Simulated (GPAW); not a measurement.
# Mg/Pt(100): work function by functional and basis, part 2 of 2

Aim: the work function of both faces of Mg/Pt(100), and its spread over functionals and bases.

GPAW 26.7.0; GPAW, PAW setups; slab in vacuum, relaxation (the session's first sound run).

So far, upper work function (eV): step 2 (relaxing the atoms, PBE, GPAW) 3.90; step 3 (the slab's potential, PBE, GPAW) 3.90; step 4 (self-consistent run: xc = "revPBE") 3.85; step 5 (OptPBE vdW: xc = "optPBE-vdW", GPAW, PAW setups, GPAW) 4.02.

## 6. Self-consistent run: xc = "vdW-DF2"

The same geometry under vdW-DF2, to see how far the functional moves the levels against the vacuum (the van der Waals functionals take revPBE setups).

run.py reads:

```python
import json
import numpy as np
from ase import Atoms
from gpaw import GPAW, PW

slab = Atoms(
    ['Pt', 'Pt', 'Pt', 'Pt', 'Mg'],
    positions=[
        [1.38593, 1.38593, 8.00000],
        [0.00000, 0.00000, 9.96000],
        [1.38593, 1.38593, 11.97070],
        [-0.00000, 0.00000, 14.06142],
        [1.38593, 1.38593, 15.89830]],
    cell=[[2.77186, 0.0, 0.0], [0.0, 2.77186, 0.0], [0.0, 0.0, 24.0289]],
    pbc=[True, True, False])

slab.calc = GPAW(mode=PW(400), xc='vdW-DF2', kpts={'size': (11, 11, 1), 'gamma': True},
                 occupations={'name': 'fermi-dirac', 'width': 0.1}, nbands='200%',
                 convergence={'density': 1e-05}, maxiter=200,
                 poissonsolver={'dipolelayer': 'xy'},
                 symmetry={'tolerance': 1e-3}, txt='slab.txt')
result = {}
energy = slab.get_potential_energy()
fermi = slab.calc.get_fermi_level()
v = slab.calc.get_electrostatic_potential().mean((0, 1)) - fermi
n = slab.calc.get_pseudo_density().mean((0, 1))
L = slab.cell[2, 2]
z = np.arange(len(v)) * L / len(v)
low, high = slab.positions[:, 2].min(), slab.positions[:, 2].max()
below, above = np.interp([low - 5.8, high + 5.8], z, v)
slopes = [np.interp(x, z, np.gradient(v, z)) for x in (low - 5.8, high + 5.8)]
eps = np.array([[slab.calc.get_eigenvalues(k, s) for k in range(len(slab.calc.get_ibz_k_points()))]
                for s in range(slab.calc.get_number_of_spins())]) - fermi
top, bottom = eps[eps < 0].max(), eps[eps > 0].min()
dipole = slab.get_dipole_moment()[2]
print(f'energy {energy:.4f} eV, Fermi level {fermi:.4f} eV, dipole {dipole:.5f} e A')
print(f'potential 5.8 A off the faces, from the Fermi level: lower {below:.4f} eV, upper {above:.4f} eV')
print(f'slope of the potential there: lower {slopes[0]:.5f}, upper {slopes[1]:.5f} eV/A')
print(f'nearest levels on the mesh: {top:.4f} and {bottom:.4f} eV')
print('magnetic moment', round(slab.get_magnetic_moment(), 3))
result.update(energy=energy, fermi=fermi, dipole=dipole, below=below, above=above, slopes=slopes, edges=[top, bottom],
              z=z.tolist(), v=v.tolist(), n=n.tolist(), positions=slab.positions.tolist(),
              forces=slab.get_forces(apply_constraint=False).tolist(), moments=slab.get_magnetic_moments().tolist())
json.dump(result, open('result.json', 'w'))
```

Command:

```console
OMP_NUM_THREADS=1 OPENBLAS_NUM_THREADS=1 python run.py
```

What it wrote:

```text
energy -677.2442 eV, Fermi level 1.6641 eV, dipole 0.08107 e A
potential 5.8 A off the faces, from the Fermi level: lower 5.9300 eV, upper 4.0218 eV
slope of the potential there: lower -0.00004, upper 0.00073 eV/A
nearest levels on the mesh: -0.0242 and 0.0046 eV
magnetic moment 0.0
```

Elapsed: 2.7 min, on 1 thread of AMD EPYC 7R13 (Zen 3), shared host; peak memory 0.39 GiB.

Numbers from this step:

```
dipole along the normal                    : 0.08107 e·Å
levels nearest the Fermi level on the mesh : -0.02418, 0.004597 eV from the Fermi level
upper work function                        : 4.022 eV
lower work function                        : 5.930 eV
```

Table of electrostatic potential energy of an electron (without an applied field's), less the Fermi level, planar mean by z:

z (Å), electrostatic potential energy of an electron (without an applied field's), less the Fermi level, planar mean (eV) and a bar from the least value:
```
      0.0        5.0 #############################
      0.5        5.9 ##############################
      1.0        5.9 ##############################
      1.5        5.9 ##############################
      2.0        5.9 ##############################
      2.5        5.9 ##############################
      3.0        5.9 ##############################
      3.5        5.9 ##############################
      4.0        5.9 ##############################
      4.5        5.9 ##############################
      5.0        5.9 ##############################
      5.5        5.8 ##############################
      6.0        5.6 ##############################
      6.5        4.8 #############################
      7.0        1.5 #########################
      7.5      -10.0 #############
      8.0      -22.5 
      8.5      -10.9 ############
      9.0       -3.0 #####################
      9.5      -12.5 ###########
     10.0      -22.8 
     10.5       -9.9 #############
     11.0       -2.6 #####################
     11.5      -12.0 ###########
     12.0      -22.8 
     12.5      -10.1 #############
     13.0       -1.8 ######################
     13.5       -9.1 ##############
     14.0      -22.6 
     14.5      -13.4 ##########
     15.0       -3.5 ####################
     15.5       -7.1 ################
     16.0      -11.4 ############
     16.5       -4.4 ###################
     17.0        0.4 ########################
     17.5        2.5 ##########################
     18.0        3.4 ###########################
     18.5        3.8 ############################
     19.0        3.9 ############################
     19.5        4.0 ############################
     20.0        4.0 ############################
     20.5        4.0 ############################
     21.0        4.0 ############################
     21.5        4.0 ############################
     22.0        4.0 ############################
     22.5        4.0 ############################
     23.0        4.0 ############################
     23.5        4.0 ############################
```

The upper face's work function is 4.022 eV, against 3.904 eV in the first plane-wave PBE run at this geometry.

## 7. Self-consistent run: xc = "RPBE"

The same geometry under RPBE, to see how far the functional moves the levels against the vacuum.

Edit run.py of step 6 so:

```diff
@@ -16,3 +16,3 @@
 
-slab.calc = GPAW(mode=PW(400), xc='vdW-DF2', kpts={'size': (11, 11, 1), 'gamma': True},
+slab.calc = GPAW(mode=PW(400), xc='RPBE', kpts={'size': (11, 11, 1), 'gamma': True},
                  occupations={'name': 'fermi-dirac', 'width': 0.1}, nbands='200%',
```

What it wrote:

```text
energy -23.9709 eV, Fermi level 1.7748 eV, dipole 0.06962 e A
potential 5.8 A off the faces, from the Fermi level: lower 5.4828 eV, upper 3.8444 eV
slope of the potential there: lower -0.00004, upper 0.00046 eV/A
nearest levels on the mesh: -0.0196 and 0.0066 eV
magnetic moment 0.0
```

It took 96 s on 1 thread; peak memory 0.27 GiB.

Numbers from this step:

| Item | Value |
| --- | --- |
| dipole along the normal | 0.06962 e·Å |
| levels nearest the Fermi level on the mesh | -0.01955, 0.006647 eV from the Fermi level |
| upper work function | 3.844 eV |
| lower work function | 5.483 eV |

The upper face's work function is 3.844 eV, against 3.904 eV in the first plane-wave PBE run at this geometry.

## 8. Self-consistent run: xc = "LDA"

The same geometry under LDA, to see how far the functional moves the levels against the vacuum.

Edit run.py of step 7 so:

```diff
@@ -16,3 +16,3 @@
 
-slab.calc = GPAW(mode=PW(400), xc='RPBE', kpts={'size': (11, 11, 1), 'gamma': True},
+slab.calc = GPAW(mode=PW(400), xc='LDA', kpts={'size': (11, 11, 1), 'gamma': True},
                  occupations={'name': 'fermi-dirac', 'width': 0.1}, nbands='200%',
```

What it wrote:

```text
energy -32.4184 eV, Fermi level 1.3927 eV, dipole 0.08513 e A
potential 5.8 A off the faces, from the Fermi level: lower 6.0280 eV, upper 4.0242 eV
slope of the potential there: lower -0.00005, upper 0.00041 eV/A
nearest levels on the mesh: -0.0148 and 0.0021 eV
magnetic moment 0.0
```

Wall time 85 s (1 thread); peak memory 0.27 GiB.

This step gave:

* dipole along the normal: 0.08513 e·Å
* levels nearest the Fermi level on the mesh: -0.01485, 0.002143 eV from the Fermi level
* upper work function: 4.024 eV
* lower work function: 6.028 eV

The electrostatic potential energy of an electron (without an applied field's), less the Fermi level, planar mean by z:

z (Å), electrostatic potential energy of an electron (without an applied field's), less the Fermi level, planar mean (eV) and a bar from the least value:
```
      0.0        5.0 #############################
      0.5        6.0 ##############################
      1.0        6.0 ##############################
      1.5        6.0 ##############################
      2.0        6.0 ##############################
      2.5        6.0 ##############################
      3.0        6.0 ##############################
      3.5        6.0 ##############################
      4.0        6.0 ##############################
      4.5        6.0 ##############################
      5.0        6.0 ##############################
      5.5        6.0 ##############################
      6.0        5.8 ##############################
      6.5        5.0 #############################
      7.0        1.9 ##########################
      7.5       -9.5 ##############
      8.0      -22.0 
      8.5      -10.2 #############
      9.0       -2.2 #####################
      9.5      -11.9 ###########
     10.0      -22.3 
     10.5       -9.3 ##############
     11.0       -1.9 ######################
     11.5      -11.4 ############
     12.0      -22.3 
     12.5       -9.4 ##############
     13.0       -1.0 #######################
     13.5       -8.4 ###############
     14.0      -22.1 
     14.5      -12.8 ##########
     15.0       -2.8 #####################
     15.5       -6.6 #################
     16.0      -11.2 ############
     16.5       -4.3 ###################
     17.0        0.5 ########################
     17.5        2.6 ##########################
     18.0        3.5 ###########################
     18.5        3.8 ############################
     19.0        4.0 ############################
     19.5        4.0 ############################
     20.0        4.0 ############################
     20.5        4.0 ############################
     21.0        4.0 ############################
     21.5        4.0 ############################
     22.0        4.0 ############################
     22.5        4.0 ############################
     23.0        4.0 ############################
     23.5        4.0 ############################
```

The upper face's work function is 4.024 eV, against 3.904 eV in the first plane-wave PBE run at this geometry.

## 9. Real-space grid: mode = "fd"

A real-space grid is a second complete basis, so it checks the plane-wave result.

Edit run.py of step 8 so:

```diff
@@ -3,3 +3,3 @@
 from ase import Atoms
-from gpaw import GPAW, PW
+from gpaw import GPAW
 
@@ -16,3 +16,3 @@
 
-slab.calc = GPAW(mode=PW(400), xc='LDA', kpts={'size': (11, 11, 1), 'gamma': True},
+slab.calc = GPAW(mode='fd', h=0.18, xc='PBE', kpts={'size': (11, 11, 1), 'gamma': True},
                  occupations={'name': 'fermi-dirac', 'width': 0.1}, nbands='200%',
```

What it wrote:

```text
energy -26.9246 eV, Fermi level -4.7750 eV, dipole 0.07390 e A
potential 5.8 A off the faces, from the Fermi level: lower 5.6452 eV, upper 3.9046 eV
slope of the potential there: lower -0.00002, upper 0.00031 eV/A
nearest levels on the mesh: -0.0197 and 0.0062 eV
magnetic moment 0.0
```

Elapsed: 12 min, on 1 thread; peak memory 1.3 GiB.

This step gave:

* dipole along the normal: 0.07390 e·Å
* levels nearest the Fermi level on the mesh: -0.01970, 0.006200 eV from the Fermi level
* upper work function: 3.905 eV
* lower work function: 5.645 eV

The upper face's work function is 3.905 eV, against 3.904 eV in the first plane-wave PBE run at this geometry.

## 10. Atomic orbitals: mode = "lcao"

Atom-centred orbitals end a few angstrom from the surface, which tests how much the density's tail matters.

Edit run.py of step 9 so:

```diff
@@ -16,4 +16,4 @@
 
-slab.calc = GPAW(mode='fd', h=0.18, xc='PBE', kpts={'size': (11, 11, 1), 'gamma': True},
-                 occupations={'name': 'fermi-dirac', 'width': 0.1}, nbands='200%',
+slab.calc = GPAW(mode='lcao', basis='dzp', h=0.18, xc='PBE', kpts={'size': (11, 11, 1), 'gamma': True},
+                 occupations={'name': 'fermi-dirac', 'width': 0.1}, nbands='120%',
                  convergence={'density': 1e-05}, maxiter=200,
```

What it wrote:

```text
energy -24.4763 eV, Fermi level -4.8088 eV, dipole 0.07724 e A
potential 5.8 A off the faces, from the Fermi level: lower 5.7183 eV, upper 3.8992 eV
slope of the potential there: lower -0.00001, upper -0.00000 eV/A
nearest levels on the mesh: -0.0163 and 0.0077 eV
magnetic moment 0.0
```

Wall time 25 min (1 thread); peak memory 0.43 GiB.

Numbers from this step:

* dipole along the normal: 0.07724 e·Å
* levels nearest the Fermi level on the mesh: -0.01625, 0.007670 eV from the Fermi level
* upper work function: 3.899 eV
* lower work function: 5.718 eV

The electrostatic potential energy of an electron (without an applied field's), less the Fermi level, planar mean oscillates, so the rows of the table below give means over windows of 2.05 Å about each position, cut where the curve ends. Its maxima inside the range that stand out by 2 % of the span (Å: eV): 1.9: 5.72, 9.0: -2.67, 11.0: -2.24, 13.0: -1.31, 15.1: -3.13. Its minima: 8.0: -22.6, 9.9: -22.8, 12.0: -22.7, 14.1: -22.8, 15.9: -11.9.

Electrostatic potential energy of an electron (without an applied field's), less the Fermi level, planar mean against z; means over each step:

z (Å), electrostatic potential energy of an electron (without an applied field's), less the Fermi level, planar mean (eV) and a bar from the least value:
```
     1.02        5.7 ##############################
     3.07        5.7 ##############################
     5.12        5.7 ##############################
     7.17       -5.4 ###########
     9.22      -12.3 
    11.28      -11.8 #
    13.32      -10.9 ##
    15.37       -8.2 #######
    17.42        1.2 ######################
    19.47        3.9 ###########################
    21.52        3.9 ###########################
    23.57        3.9 ###########################
```

The upper face's work function is 3.899 eV, against 3.904 eV in the first plane-wave PBE run at this geometry.

## 11. The ladder

Times are for 1 thread of AMD EPYC 7R13 (Zen 3), shared host. The series side by side:

```
no.         run  upper work function (eV)  lower work function (eV)     time  memory (GiB)
  1          pw                     3.904                     5.646     88 s          0.27
  2      revPBE                     3.846                     5.503     94 s          0.27
  3  optPBE vdW                     4.016                     5.801  1.7 min          0.39
  4     vdW DF2                     4.022                     5.930  2.7 min          0.39
  5        RPBE                     3.844                     5.483     96 s          0.27
  6         LDA                     4.024                     6.028     85 s          0.27
  7          fd                     3.905                     5.645   12 min           1.3
  8        lcao                     3.899                     5.718   25 min          0.43
```

## 12. Side by side

Results and costs are gathered.

This step: comparison of work functions, dipole and cost (GPAW 26.7.0).

Ladder, by row:

```
      step  code  work function, upper (eV)  work function, lower (eV)  dipole (e Å)  wall time (s)  peak memory (GiB)  threads
        pw  GPAW                      3.904                      5.646       0.07401           88.1               0.27        1
    revPBE  GPAW                      3.846                      5.503       0.07039          93.62               0.27        1
optPBE-vdW  GPAW                      4.016                      5.801       0.07585          101.9               0.39        1
   vdW-DF2  GPAW                      4.022                       5.93       0.08107          163.8               0.39        1
      RPBE  GPAW                      3.844                      5.483       0.06962          96.37               0.27        1
       LDA  GPAW                      4.024                      6.028       0.08513          85.35               0.27        1
        fd  GPAW                      3.905                      5.645        0.0739          695.7               1.32        1
      lcao  GPAW                      3.899                      5.718       0.07724           1492               0.43        1
```

## 13. A changed run

One more run, with changed settings.

This step: GPAW, PAW setups; slab in vacuum (GPAW 26.7.0).

Edit run.py of step 10 so:

```diff
@@ -3,3 +3,3 @@
 from ase import Atoms
-from gpaw import GPAW
+from gpaw import GPAW, PW
 
@@ -14,7 +14,7 @@
     cell=[[2.77186, 0.0, 0.0], [0.0, 2.77186, 0.0], [0.0, 0.0, 24.0289]],
-    pbc=[True, True, False])
+    pbc=[True, True, True])
 
-slab.calc = GPAW(mode='lcao', basis='dzp', h=0.18, xc='PBE', kpts={'size': (11, 11, 1), 'gamma': True},
-                 occupations={'name': 'fermi-dirac', 'width': 0.1}, nbands='120%',
-                 convergence={'density': 1e-05}, maxiter=200,
+slab.calc = GPAW(mode=PW(400), xc='PBE', kpts={'size': (11, 11, 1), 'gamma': True},
+                 occupations={'name': 'fermi-dirac', 'width': 0.1}, nbands='200%',
+                 convergence={'density': 1e-05}, maxiter=100,
                  poissonsolver={'dipolelayer': 'xy'},
```

What it wrote:

```text
AssertionError
```

The job ended after 1.1 s (1 thread; peak memory 0.14 GiB).

The input was rejected at the start.

The fault put into the input: a dipole layer in a cell that repeats along the normal (pbc_z = true).

## 14. Summary of results

```yaml
work_function_upper_and_lower_face: 3.904 and 5.646 eV
dipole_along_the_normal: 0.0740 e Å
```

What this shows: With plane waves and PBE the work function is 3.90 eV on the upper face and 5.65 eV on the lower. The two faces differ by 1.7 eV, the step that the slab's dipole makes (e p/(ε0 A) gives 1.7 eV), so the dipole layer is needed. Over the sound runs of the table the upper face's work function spans 3.844 (RPBE) to 4.024 eV (LDA). The cell of 7.68 Å² holds one Mg, started on one chosen site; other sites and coverages weren't tried. The in-plane lattice was kept as typed, which isn't the functional's own and leaves some strain; spin-orbit coupling and temperature are left out.

[Logs are printed without paths, hosts, clocks, repeated set-up lines and the standing remarks that a program may print on its own settings, such as how far it seeks lower states.]

[Hosts, paths, dates, database ids (printed as entryN), source tags and the programs' standing remarks are cut or masked in the printed files.]
